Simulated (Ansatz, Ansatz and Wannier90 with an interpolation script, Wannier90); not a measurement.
Planning a run of Ansatz 0.2.0 on PbS (Galena). The input:

```yaml
crystal:
  lattice:
    - [0.0, 2.96575, 2.96575]
    - [2.96575, 0.0, 2.96575]
    - [2.96575, 2.96575, 0.0]
  atoms:
    - { symbol: Pb, position: [0.0, 0.0, 0.0] }
    - { symbol: S, position: [0.5, 0.5, 0.5] }
kpoints:
  mp_grid: { grid: [6, 6, 6] }
hamiltonian:
  xc: r2scan
scf:
  occupations: { method: fixed }
gw:
  n_empty_bands: 239
  ecut_chi: 160.0
  qp_bands: [v3, c1]
  screening: { model: godby_needs }
```

The database entry behind the starting cell differs from later determinations by our own check (about 0.1 % short), so it need not match the best structure at ambient conditions.

```sh
ansatz run input.yaml --threads 12 --pin off --max-ram 22118MiB --backend cpu --events-out ev --progress --plain --runs-dir out
```

Q: How long will it take on 12 threads of Arm Neoverse V2, shared host, and how much memory?

It took 66 s; on shared hardware allow 33 s to 2.2 min. Peak host memory was 1.6 GiB. The sizes that set the cost: 1363 plane waves a state, 16 irreducible k points, 249 bands summed, 259 plane waves in the screening and 6 SCF cycles.

The screening grows as filled bands × empty bands × pairs of k points, times the square of the screening basis for the matrix.

[Paths, hosts, dates, memory and timing lines, banners, echoed tables and standing remarks are left out of the program output.]

[Logs are printed without paths, hosts, clocks, repeated set-up lines and the standing remarks that a program may print on its own settings, such as how far it seeks lower states.]

[Runs of the session that timed out or met a known fault of the program may be left out.]

[Hosts, paths, dates, database ids (printed as entryN), source tags and the programs' standing remarks are cut or masked in the printed files.]
